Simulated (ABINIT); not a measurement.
## How the form of the self-energy moves the gap of AgCl (Chlorargyrite)

How much does the gap of AgCl (Chlorargyrite) depend on the approximation to the self-energy?

Program: ABINIT 10.8.3. Level of theory: PBE and many-body steps on it, plane waves. Results are calculated unless marked as measured.

The database entry behind the starting cell differs from later determinations by our own check (an axis about 1.4 % short against later determinations), so it need not match the best structure at ambient conditions.

### Step 1. The starting structure

It takes space group Fm-3m (No. 225, cubic). The conventional cell has a = 5.470 Å, b = 5.470 Å, c = 5.470 Å, α = 90.00°, β = 90.00°, γ = 90.00°. Nearest to Ag lie 6 Cl at 2.74 Å. Cl has 6 Ag at 2.74 Å nearest. Farther neighbours and most contacts between anions are not listed.

The cell and positions come from the Crystallography Open Database and are kept as given unless a step says otherwise.

### Step 2. Empty states on the mesh, 4×4×4 mesh, 209 bands

This step: ABINIT 10.8.3; DFT, PBE, plane waves, norm-conserving pseudopotentials.

The sums over transitions need many empty states on a uniform mesh; this step solves for them.

The input, run.abi:

```
acell 3*1.0 Angstrom
rprim 
  -0.000000000000 2.735000000000 2.735000000000
  2.735000000000 0.000000000000 2.735000000000
  2.735000000000 2.735000000000 -0.000000000000
ntypat 2
znucl 47 17
natom 2
typat 1 2
xred 
  0.000000000000 0.000000000000 0.000000000000
  0.500000000000 0.500000000000 0.500000000000
pp_dirpath "pseudos"
pseudos "Ag.upf, Cl.upf"
ecut 37
ngkpt 4 4 4
nshiftk 1
shiftk 0 0 0
kptopt 1
chksymbreak 0
irdden 1
istwfk *1
nband 209
prtvol 0
optdriver 6
gwr_task "HDIAGO"
paral_kgb 0
occopt 1
indata_prefix "in"
outdata_prefix "out"
tmpdata_prefix "tmp"
```

On the command line:

```console
$ OMP_NUM_THREADS=1 mpirun -n 4 abinit run.abi > log
```

Output:

```text
.Version 10.8.3 of ABINIT. v10.8.2 released Aug 2026.

 Symmetries : space group Fm -3 m (#225); Bravais cF (face-center cubic)
[... echo of the input left out ...]
== DATASET  1 ==================================================================
-   mpi_nproc: 4, omp_nthreads: 1 (-1 if OMP is not activated)

--- !DatasetInfo
iteration_state: {dtset: 1, }
dimensions: {natom: 2, nkpt: 8, mband: 209, nsppol: 1, nspinor: 1, nspden: 1, mpw: 2996, }
cutoff_energies: {ecut:  37.0, pawecutdg:  -1.0, }
[...]
Indirect band gap semiconductor
 Fundamental gap:     0.907 (eV)
   VBM:     5.246 (eV) at k: [ 5.0000E-01,  0.0000E+00,  0.0000E+00]
   CBM:     6.153 (eV) at k: [ 0.0000E+00,  0.0000E+00,  0.0000E+00]
 Direct gap:         3.396 (eV) at k: [ 0.0000E+00,  0.0000E+00,  0.0000E+00]

== END DATASET(S) ==============================================================
================================================================================

 -outvars: echo values of variables after computation  --------
           etotal      0.0000000000E+00
            nband         209
             nkpt           8
          spgroup         225
 [... the other variables as echoed above ...]

 Calculation completed.
```

The job ended after 33 s (4 MPI ranks of Intel Xeon Platinum 8488C (Sapphire Rapids), shared host; peak memory 2.2 GiB; 2.2 min of CPU time).

Numbers from this step:

| Property | Result |
| --- | --- |
| gap | 0.9065 eV |
| k of the valence top | 0.5, 0, 0 |
| k of the conduction bottom | 0, 0, 0 |
| least direct gap | 3.396 eV |
| k points computed | 8 |
| lowest point of the top converged band, above the valence top | 147.8540 eV |

On this mesh the gap is 0.907 eV.

The density comes from a self-consistent run that is not shown.

### Step 3. Screening, 4×4×4 mesh, 89 bands, screening to 141.5 eV

The RPA dielectric matrix is built and inverted for each q.

This step: RPA screening on PBE, plane waves, norm-conserving pseudopotentials.

Changes to run.abi since step 2:

```diff
@@ -20,10 +20,11 @@
 chksymbreak 0
-irdden 1
 istwfk *1
-nband 209
-prtvol 0
-optdriver 6
-gwr_task "HDIAGO"
-paral_kgb 0
 occopt 1
+irdwfk 1
+optdriver 3
+nband 89
+ecuteps 5.2
+inclvkb 2
+awtr 1
+symchi 1
 indata_prefix "in"
```

Output:

```text
.Version 10.8.3 of ABINIT. v10.8.2 released Aug 2026.

 Symmetries : space group Fm -3 m (#225); Bravais cF (face-center cubic)
[... echo of the input left out ...]
== DATASET  1 ==================================================================
-   mpi_nproc: 4, omp_nthreads: 1 (-1 if OMP is not activated)

--- !DatasetInfo
iteration_state: {dtset: 1, }
dimensions: {natom: 2, nkpt: 8, mband: 89, nsppol: 1, nspinor: 1, nspden: 1, mpw: 2996, }
cutoff_energies: {ecut:  37.0, pawecutdg:  -1.0, }
electrons: {nelect:   2.60000000E+01, charge:   0.00000000E+00, occopt:   1.00000000E+00, tsmear:   1.00000000E-02, }

 SCREENING: Calculation of the susceptibility and dielectric matrices

 Based on a program developped by R.W. Godby, V. Olevano, G. Onida, and L. Reining.
 Incorporated in ABINIT by V. Olevano, G.-M. Rignanese, and M. Torrent.
.Using double precision arithmetic ; gwpc =  8

[... cell and pseudopotentials left out ...]
--------------------------------------------------------------------------------

 ==== K-mesh for the wavefunctions ====
 Number of points in the irreducible wedge :     8
[... list of points left out ...]
 Together with 48 symmetry operations and time-reversal symmetry
 yields    64 points in the full Brillouin Zone.

 ==== Q-mesh for the screening function ====
 Number of points in the irreducible wedge :     8
[... list of points left out ...]
 Together with 48 symmetry operations and time-reversal symmetry
 yields    64 points in the full Brillouin Zone.

 setmesh: FFT mesh size selected  =    27x   27x   27
          total number of points  =        19683

 vcoul_init : cutoff-mode = AUXILIARY_FUNCTION
 q-points for optical limit:   1
     1)      0.000010    0.000020    0.000030

- screening: taking advantage of time-reversal symmetry
- Maximum band index for partially occupied states nbvw = 13
- Remaining bands to be divided among processors   nbcw = 76
- Number of bands treated by each node ~19

 Number of electrons calculated from density =   26.0000; Expected =   26.0000
 average of density, n =  0.094162
 r_s =    1.3636
 omega_plasma =   29.6001 [eV]

 calculating chi0 at frequencies [eV] :
  1    0.000000E+00    0.000000E+00
  2    0.000000E+00    2.960009E+01

--------------------------------------------------------------------------------
  q-point number  1        q = ( 0.000000, 0.000000, 0.000000) [r.l.u.]
--------------------------------------------------------------------------------
[... chi0 elements left out ...]
 For q-point:  0.000010 0.000020 0.000030
  dielectric constant =   5.4540
  dielectric constant without local fields =   5.9125

  Average fulfillment of the sum rule on Im[epsilon] for q-point    1 :     60.76  [%]
[... wings left out ...]
  q-point number  2        q = ( 0.250000, 0.000000, 0.000000) [r.l.u.]
--------------------------------------------------------------------------------
[... chi0 elements left out ...]
  Average fulfillment of the sum rule on Im[epsilon] for q-point    2 :     74.88  [%]

 [... 6 further q-points ...]
```

The job ended after 18 s (4 MPI ranks; peak memory 0.72 GiB; 73 s of CPU time).

Numbers from this step:

```yaml
eps_infinity_with_local_fields_on_this_mesh_along_the_program_s_q_direction: 5.454
the_same_without_local_fields: 5.912
plasma_frequency: 29.60 eV
plane_waves_in_the_screening_matrix: 169
```

Local fields lower ε∞ by 8 %. On a Γ-centred mesh this coarse the value itself is usually too large, while a short band sum pulls it down.

### Step 4. G0W0, Godby-Needs plasmon pole

The self-energy is evaluated for the states that the input lists, and the levels follow from it, in one-shot runs by the linearised quasiparticle equation.

This step: G0W0 on PBE, plane waves, norm-conserving pseudopotentials.

Changes to run.abi since step 3:

```diff
@@ -23,8 +23,17 @@
 irdwfk 1
-optdriver 3
+optdriver 4
 nband 89
+gwcalctyp 0
+ecutsigx 37
+symsigma 1
+nkptgw 2
+kptgw 
+  0.5000000000 0.0000000000 0.0000000000
+  0.0000000000 0.0000000000 0.0000000000
+bdgw 
+  12 15
+  11 17
 ecuteps 5.2
-inclvkb 2
-awtr 1
-symchi 1
+irdscr 1
+ppmodel 1
 indata_prefix "in"
```

Output:

```text
.Version 10.8.3 of ABINIT. v10.8.2 released Aug 2026.

 Symmetries : space group Fm -3 m (#225); Bravais cF (face-center cubic)
[... echo of the input left out ...]
== DATASET  1 ==================================================================
-   mpi_nproc: 4, omp_nthreads: 1 (-1 if OMP is not activated)

--- !DatasetInfo
iteration_state: {dtset: 1, }
dimensions: {natom: 2, nkpt: 8, mband: 89, nsppol: 1, nspinor: 1, nspden: 1, mpw: 2996, }
cutoff_energies: {ecut:  37.0, pawecutdg:  -1.0, }
electrons: {nelect:   2.60000000E+01, charge:   0.00000000E+00, occopt:   1.00000000E+00, tsmear:   1.00000000E-02, }

 SIGMA: Calculation of the GW corrections

 Based on a program developped by R.W. Godby, V. Olevano, G. Onida, and L. Reining.
 Incorporated in ABINIT by V. Olevano, G.-M. Rignanese, and M. Torrent.
.Using double precision arithmetic ; gwpc =  8

[... cell and pseudopotentials left out ...]
--------------------------------------------------------------------------------

 ==== K-mesh for the wavefunctions ====
 Number of points in the irreducible wedge :     8
[... list of points left out ...]
 Together with 48 symmetry operations and time-reversal symmetry
 yields    64 points in the full Brillouin Zone.

 ==== Q-mesh for screening function ====
 Number of points in the irreducible wedge :     8
[... list of points left out ...]
 Together with 48 symmetry operations and time-reversal symmetry
 yields    64 points in the full Brillouin Zone.

 vcoul_init : cutoff-mode = AUXILIARY_FUNCTION
 q-points for optical limit:   1
     1)      0.000010    0.000020    0.000030
 setmesh: FFT mesh size selected  =    45x   45x   45
          total number of points  =        91125

 Number of electrons calculated from density =   26.0000; Expected =   26.0000
 average of density, n =  0.094162
 r_s =    1.3636
 omega_plasma =   29.6001 [eV]

 === KS Band Gaps ===
  >>>> For spin  1
   Minimum direct gap =   3.3956 [eV], located at k-point      :   0.0000  0.0000  0.0000
   Fundamental gap    =   0.9065 [eV], Top of valence bands at :   0.5000  0.0000  0.0000
                                       Bottom of conduction at :   0.0000  0.0000  0.0000
 SIGMA fundamental parameters:
 PLASMON POLE MODEL  1
 number of plane-waves for SigmaX                 2975
 number of plane-waves for SigmaC and W            169
 number of plane-waves for wavefunctions          2975
 number of bands                                    89
 number of independent spin polarizations            1
 number of spinorial components                      1
 number of k-points in IBZ                           8
 number of q-points in IBZ                           8
 number of symmetry operations                      48
 number of k-points in BZ                           64
 number of q-points in BZ                           64
 number of frequencies for dSigma/dE                 9
 frequency step for dSigma/dE [eV]                0.25
 number of omega for Sigma on real axis              0
 max omega for Sigma on real axis  [eV]           0.00
 zcut for avoiding poles [eV]                     0.10

 EPSILON^-1 parameters (SCR file):
 dimension of the eps^-1 matrix on file            169
 dimension of the eps^-1 matrix used               169
 number of plane-waves for wavefunctions          2975
 number of bands                                    89
 number of q-points in IBZ                           8
 number of frequencies                               2
 number of real frequencies                          1
 number of imag frequencies                          1

 matrix elements of self-energy operator (all in [eV])

 Perturbative Calculation

--- !SelfEnergy_ee
iteration_state: {dtset: 1, }
kpoint     : [   0.500,    0.000,    0.000, ]
spin       : 1
KS_gap     :    4.123
QP_gap     :    5.144
Delta_QP_KS:    1.022
data: !SigmaeeData |
     Band     E0 <VxcDFT>   SigX SigC(E0)      Z dSigC/dE  Sig(E)    E-E0       E
       12   5.246 -21.650 -26.538   3.928   0.801  -0.249 -22.419  -0.769   4.477
       13   5.246 -21.650 -26.538   3.928   0.801  -0.249 -22.419  -0.769   4.477
       14   9.369  -9.294  -5.032  -3.961   0.838  -0.193  -9.042   0.252   9.621
       15  12.019 -13.866  -7.779  -5.014   0.806  -0.241 -13.001   0.865  12.883

--- !SelfEnergy_ee
iteration_state: {dtset: 1, }
kpoint     : [   0.000,    0.000,    0.000, ]
spin       : 1
KS_gap     :    3.396
QP_gap     :    4.795
Delta_QP_KS:    1.399
data: !SigmaeeData |
     Band     E0 <VxcDFT>   SigX SigC(E0)      Z dSigC/dE  Sig(E)    E-E0       E
       11   2.757 -14.607 -18.832   2.945   0.794  -0.260 -15.623  -1.017   1.740
       12   2.757 -14.607 -18.832   2.945   0.794  -0.260 -15.623  -1.017   1.740
       13   2.757 -14.607 -18.832   2.945   0.794  -0.260 -15.623  -1.017   1.740
       14   6.153 -11.070  -6.741  -3.868   0.831  -0.203 -10.687   0.383   6.535
       15  15.918 -12.617  -7.185  -4.415   0.824  -0.214 -11.779   0.838  16.755
       16  15.918 -12.617  -7.185  -4.415   0.824  -0.214 -11.779   0.838  16.755
       17  15.918 -12.617  -7.185  -4.415   0.824  -0.214 -11.779   0.838  16.755

== END DATASET(S) ==============================================================
================================================================================

 -outvars: echo values of variables after computation  --------
           etotal      0.0000000000E+00
            nband          89
             nkpt           8
          spgroup         225
 [... the other variables as echoed above ...]

 Calculation completed.
```

Wall time 6.3 s (4 MPI ranks); peak memory 0.77 GiB; 24 s of CPU time.

Numbers from this step:

```
G0W0 gap on the points computed              : 2.058 eV
starting gap on the mesh                     : 0.9065 eV
k of the valence top                         : 0.5, 0, 0
k of the conduction bottom                   : 0, 0, 0
Z at the valence top                         : 0.801
Z at the conduction bottom                   : 0.831
least direct G0W0 gap on the computed points : 4.795 eV
```

The gap on the mesh goes from 0.91 eV to 2.06 eV, a correction of +1.15 eV.

### Step 5. G0W0, Hybertsen-Louie plasmon pole

Changes to run.abi since step 4:

```diff
@@ -37,3 +37,3 @@
 irdscr 1
-ppmodel 1
+ppmodel 2
 indata_prefix "in"
```

Output:

```text
.Version 10.8.3 of ABINIT. v10.8.2 released Aug 2026.

 Symmetries : space group Fm -3 m (#225); Bravais cF (face-center cubic)
[... echo of the input left out ...]
== DATASET  1 ==================================================================
-   mpi_nproc: 4, omp_nthreads: 1 (-1 if OMP is not activated)

--- !DatasetInfo
iteration_state: {dtset: 1, }
dimensions: {natom: 2, nkpt: 8, mband: 89, nsppol: 1, nspinor: 1, nspden: 1, mpw: 2996, }
cutoff_energies: {ecut:  37.0, pawecutdg:  -1.0, }
electrons: {nelect:   2.60000000E+01, charge:   0.00000000E+00, occopt:   1.00000000E+00, tsmear:   1.00000000E-02, }

 SIGMA: Calculation of the GW corrections

 Based on a program developped by R.W. Godby, V. Olevano, G. Onida, and L. Reining.
 Incorporated in ABINIT by V. Olevano, G.-M. Rignanese, and M. Torrent.
.Using double precision arithmetic ; gwpc =  8

[... cell and pseudopotentials left out ...]
--------------------------------------------------------------------------------

 ==== K-mesh for the wavefunctions ====
 Number of points in the irreducible wedge :     8
[... list of points left out ...]
 Together with 48 symmetry operations and time-reversal symmetry
 yields    64 points in the full Brillouin Zone.

 ==== Q-mesh for screening function ====
 Number of points in the irreducible wedge :     8
[... list of points left out ...]
 Together with 48 symmetry operations and time-reversal symmetry
 yields    64 points in the full Brillouin Zone.

 vcoul_init : cutoff-mode = AUXILIARY_FUNCTION
 q-points for optical limit:   1
     1)      0.000010    0.000020    0.000030
 setmesh: FFT mesh size selected  =    45x   45x   45
          total number of points  =        91125

 Number of electrons calculated from density =   26.0000; Expected =   26.0000
[...]
number of omega for Sigma on real axis              0
 max omega for Sigma on real axis  [eV]           0.00
 zcut for avoiding poles [eV]                     0.10

 EPSILON^-1 parameters (SCR file):
 dimension of the eps^-1 matrix on file            169
 dimension of the eps^-1 matrix used               169
 number of plane-waves for wavefunctions          2975
 number of bands                                    89
 number of q-points in IBZ                           8
 number of frequencies                               2
 number of real frequencies                          1
 number of imag frequencies                          1

 matrix elements of self-energy operator (all in [eV])

 Perturbative Calculation

--- !SelfEnergy_ee
iteration_state: {dtset: 1, }
kpoint     : [   0.500,    0.000,    0.000, ]
spin       : 1
KS_gap     :    4.123
QP_gap     :    5.084
Delta_QP_KS:    0.962
data: !SigmaeeData |
     Band     E0 <VxcDFT>   SigX SigC(E0)      Z dSigC/dE  Sig(E)    E-E0       E
       12   5.246 -21.650 -26.538   3.736   0.854  -0.171 -22.634  -0.985   4.261
       13   5.246 -21.650 -26.538   3.736   0.854  -0.171 -22.634  -0.985   4.261
       14   9.369  -9.294  -5.032  -4.288   0.879  -0.138  -9.317  -0.023   9.345
[...]
--- !SelfEnergy_ee
iteration_state: {dtset: 1, }
kpoint     : [   0.000,    0.000,    0.000, ]
spin       : 1
KS_gap     :    3.396
QP_gap     :    4.928
Delta_QP_KS:    1.533
data: !SigmaeeData |
     Band     E0 <VxcDFT>   SigX SigC(E0)      Z dSigC/dE  Sig(E)    E-E0       E
[...]
16  15.918 -12.617  -7.185  -4.566   0.871  -0.148 -11.863   0.754  16.672
       17  15.918 -12.617  -7.185  -4.566   0.871  -0.148 -11.863   0.754  16.672

== END DATASET(S) ==============================================================
================================================================================

 -outvars: echo values of variables after computation  --------
           etotal      0.0000000000E+00
            nband          89
             nkpt           8
          spgroup         225
 [... the other variables as echoed above ...]

 Calculation completed.
```

It took 6.3 s on 4 MPI ranks; peak memory 0.76 GiB; 24 s of CPU time.

Numbers from this step:

```yaml
g0w0_gap_on_the_points_computed: 1.914 eV
starting_gap_on_the_mesh: 0.9065 eV
k_of_the_valence_top: 0.5, 0, 0
k_of_the_conduction_bottom: 0, 0, 0
z_at_the_valence_top: 0.854
z_at_the_conduction_bottom: 0.873
least_direct_g0w0_gap_on_the_computed_points: 4.929 eV
```

Against G0W0 in ABINIT (4×4×4 mesh, 89 bands, screening to 141.5 eV, Godby-Needs plasmon pole), the gap moves by −0.144 eV.

### Step 6. G0W0, Engel-Farid plasmon pole

Changes to run.abi since step 5:

```diff
@@ -37,3 +37,3 @@
 irdscr 1
-ppmodel 2
+ppmodel 4
 indata_prefix "in"
```

Output:

```text
.Version 10.8.3 of ABINIT. v10.8.2 released Aug 2026.

 Symmetries : space group Fm -3 m (#225); Bravais cF (face-center cubic)
[... echo of the input left out ...]
== DATASET  1 ==================================================================
-   mpi_nproc: 4, omp_nthreads: 1 (-1 if OMP is not activated)

--- !DatasetInfo
iteration_state: {dtset: 1, }
dimensions: {natom: 2, nkpt: 8, mband: 89, nsppol: 1, nspinor: 1, nspden: 1, mpw: 2996, }
cutoff_energies: {ecut:  37.0, pawecutdg:  -1.0, }
[...]
Band     E0 <VxcDFT>   SigX SigC(E0)      Z dSigC/dE  Sig(E)    E-E0       E
[...]
16  15.918 -12.617  -7.185  -4.458   0.830  -0.205 -11.808   0.809  16.726
       17  15.918 -12.617  -7.185  -4.458   0.830  -0.205 -11.808   0.809  16.726

== END DATASET(S) ==============================================================
================================================================================

 -outvars: echo values of variables after computation  --------
           etotal      0.0000000000E+00
            nband          89
             nkpt           8
          spgroup         225
 [... the other variables as echoed above ...]

 Calculation completed.
```

The job ended after 4.8 s (4 MPI ranks; peak memory 0.82 GiB; 18 s of CPU time).

This step gave:

```
G0W0 gap on the points computed              : 1.945 eV
starting gap on the mesh                     : 0.9065 eV
k of the valence top                         : 0.5, 0, 0
k of the conduction bottom                   : 0, 0, 0
least direct G0W0 gap on the computed points : 4.765 eV
```

Against G0W0 in ABINIT (4×4×4 mesh, 89 bands, screening to 141.5 eV, Godby-Needs plasmon pole), the gap moves by −0.113 eV.

[end of part 1 of 2]

[Paths, hosts, dates, memory and timing lines, banners, echoed tables and standing remarks are left out of the program output.]

[Logs are printed without paths, hosts, clocks, repeated set-up lines and the standing remarks that a program may print on its own settings, such as how far it seeks lower states.]

[Runs of the session that timed out or met a known fault of the program may be left out.]

[No measured gap is set beside runs whose start may be inverted or whose files or cutoffs have a known fault.]

[Hosts, paths, dates, database ids (printed as entryN), source tags and the programs' standing remarks are cut or masked in the printed files.]

[G0W0 gaps are taken among the corrected bands and points alone; a level outside them can change the order at an edge.]

[Where Ansatz stands beside ABINIT at settings called matched, ABINIT's density can come from a denser mesh and the files from another edition; pairs whose starting gaps differed by over 0.03 eV were left out, so agreement reads better than it is.]
